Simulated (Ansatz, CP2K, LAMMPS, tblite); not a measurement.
**Other levels on amorphous poly(p-phenylene) (as short chains C26H22) at 500 K (144 atoms)**

Density of this cell: 1.03 g/cm³. The cell holds 144 atoms: 78 C and 66 H. Its edges and angles: a = 11.754 Å, b = 11.754 Å, c = 11.754 Å, α = 90.0°, β = 90.0°, γ = 90.0°. 3 poly(p-phenylene) chains of 4 units with methyl end groups placed at random, at 1.03 g/cm³; overlaps pushed apart, then 20 ps at 800 K with MMFF94 bonds, angles, torsions, charges and radii (Halgren, J. Comput. Chem. 17, 490 (1996)) in harmonic and 12-6 forms. Snapshot after 30 ps at 500 K and fixed volume.

Geometry: as built.

The reference, a calculation:

```
method                                           : Kohn-Sham DFT, PBE, PAW, plane waves (Ansatz 0.2.0); cutoff 420 eV, Γ point, fermi-dirac smearing of 0.05 eV; PAW set soft_2
r.m.s. force component                           : 1.217 eV/Å
longest force                                    : 5.136 eV/Å
pressure                                         : 4.267 GPa
gap (highest filled to lowest empty level) : 2.874 eV
SCF cycles                                       : 9
time                                             : 20 s on 4 threads of Arm Neoverse V1, shared host
CPU time                                         : 74 s
```

**Question.** The same geometry is run in other programs. How far does each lie from the reference, and what does it cost?
- tblite GFN1-xTB (tblite 0.8.0; 1 thread)
- CP2K PBE, SZV-MOLOPT-SR, 450/50 Ry, SIGN filter 1e-07, SCF 1e-07 (CP2K 2026.2; 1 thread)
- CP2K PBE, DZVP-MOLOPT-SR, 225/50 Ry, diagonalisation (CP2K 2026.2; 2 threads)
- CP2K GFN1-xTB, diagonalisation (CP2K 2026.2; 1 thread)
- CP2K PBE, SZV-MOLOPT-SR, 450/50 Ry, SIGN filter 1e-04, SCF 1e-05 (CP2K 2026.2; 1 thread)
- CP2K PBE, SZV-MOLOPT-SR, 450/50 Ry, SIGN filter 1e-05, SCF 1e-06 (CP2K 2026.2; 1 thread)
- CP2K PBE, DZVP-MOLOPT-SR, 450/50 Ry, diagonalisation (CP2K 2026.2; 4 MPI ranks)
- CP2K PBE, SZV-MOLOPT-SR, 450/50 Ry, diagonalisation (CP2K 2026.2; 1 thread)
- CP2K RPBE, PBE potentials, DZVP-MOLOPT-SR, 450/50 Ry, diagonalisation (CP2K 2026.2; 4 MPI ranks)

Differences are against the plane-wave reference, forces as r.m.s. over components; share is that over the reference's r.m.s. force, slope the least-squares factor from reference forces to these. Total energies of different programs have different zeros and aren't compared.

```csv
run,"Δ force, r.m.s. (meV/Å)",share (%),slope,Δ pressure (GPa),Δ gap (eV),cores,CPU time,memory (GiB)
reference,-,-,-,-,-,4,74 s,1.7
tblite GFN1-xTB,151,12.4,0.964,-2.57,-,1,3.2 s,0.18
"CP2K PBE, SZV-MOLOPT-SR, 450/50 Ry, SIGN filter 1e-07, SCF 1e-07 (coarse)",513,42.2,1.241,2.90,-,1,2.1 min,1.3
"CP2K PBE, DZVP-MOLOPT-SR, 225/50 Ry, diagonalisation (coarse)",74.1,6.08,1.020,0.240,0.0028,2,5.1 min,1.2
"CP2K GFN1-xTB, diagonalisation",152,12.5,0.964,-2.67,-,1,6.4 s,0.25
"CP2K PBE, SZV-MOLOPT-SR, 450/50 Ry, SIGN filter 1e-04, SCF 1e-05 (coarse)",514,42.2,1.242,2.93,-,1,72 s,1.3
"CP2K PBE, SZV-MOLOPT-SR, 450/50 Ry, SIGN filter 1e-05, SCF 1e-06 (coarse)",516,42.4,1.241,2.91,-,1,97 s,1.3
"CP2K PBE, DZVP-MOLOPT-SR, 450/50 Ry, diagonalisation",68.9,5.66,1.020,0.233,0.003,4,6.7 min,3.5
"CP2K PBE, SZV-MOLOPT-SR, 450/50 Ry, diagonalisation (coarse)",514,42.2,1.241,2.89,0.695,1,3.2 min,2.3
"CP2K RPBE, PBE potentials, DZVP-MOLOPT-SR, 450/50 Ry, diagonalisation",105,8.61,1.014,0.733,0.0116,4,6.8 min,3.5
```

Rows marked coarse were listed beforehand as settings not expected to be converged; some can still land near the reference.

CPU time is summed over cores on a shared host, where runs went side by side, so it is rough. Symmetry, cutoffs, thresholds, outputs and thread counts weren't matched or tuned between programs; memory under MPI is the largest rank's times the ranks.

The PBE run in local orbitals, coarse settings apart, differs by 5.7 % (CP2K PBE, DZVP-MOLOPT-SR, 450/50 Ry, diagonalisation); basis, grid and potentials can all enter. Tight binding differs by 12 % (tblite GFN1-xTB) to 13 % (CP2K GFN1-xTB, diagonalisation); it is another model, with fitted parameters of its own, and the xTB methods hold dispersion. Rows with another functional or a dispersion term differ by 8.6 % (CP2K RPBE, PBE potentials, DZVP-MOLOPT-SR, 450/50 Ry, diagonalisation), which mixes the change of model with differences of basis and potentials, some of them made for another functional. Runs with settings chosen to be coarse differ by 6.1 % (CP2K PBE, DZVP-MOLOPT-SR, 225/50 Ry, diagonalisation) to 42 % (CP2K PBE, SZV-MOLOPT-SR, 450/50 Ry, SIGN filter 1e-05, SCF 1e-06), their programs' other errors included. Periodic xTB results under one method name differ between programs and library versions. The network of contacts between molecules at the start is that of the classical potential that made the cell, and needn't be the one that DFT or experiment would give. The electronic-structure runs sample only Γ, in a cell whose shortest periodic width is 12 Å.

[Logs are printed without paths, hosts, clocks, repeated set-up lines and the standing remarks that a program may print on its own settings, such as how far it seeks lower states.]

[Hosts, paths, dates, database ids (printed as entryN), source tags and the programs' standing remarks are cut or masked in the printed files.]

[The MMFF94 radii named for the starting cell were scaled by 0.96; in molecules described by MMFF94, hydrogen bound to N, O or S took a small fixed 12-6 site in their place.]
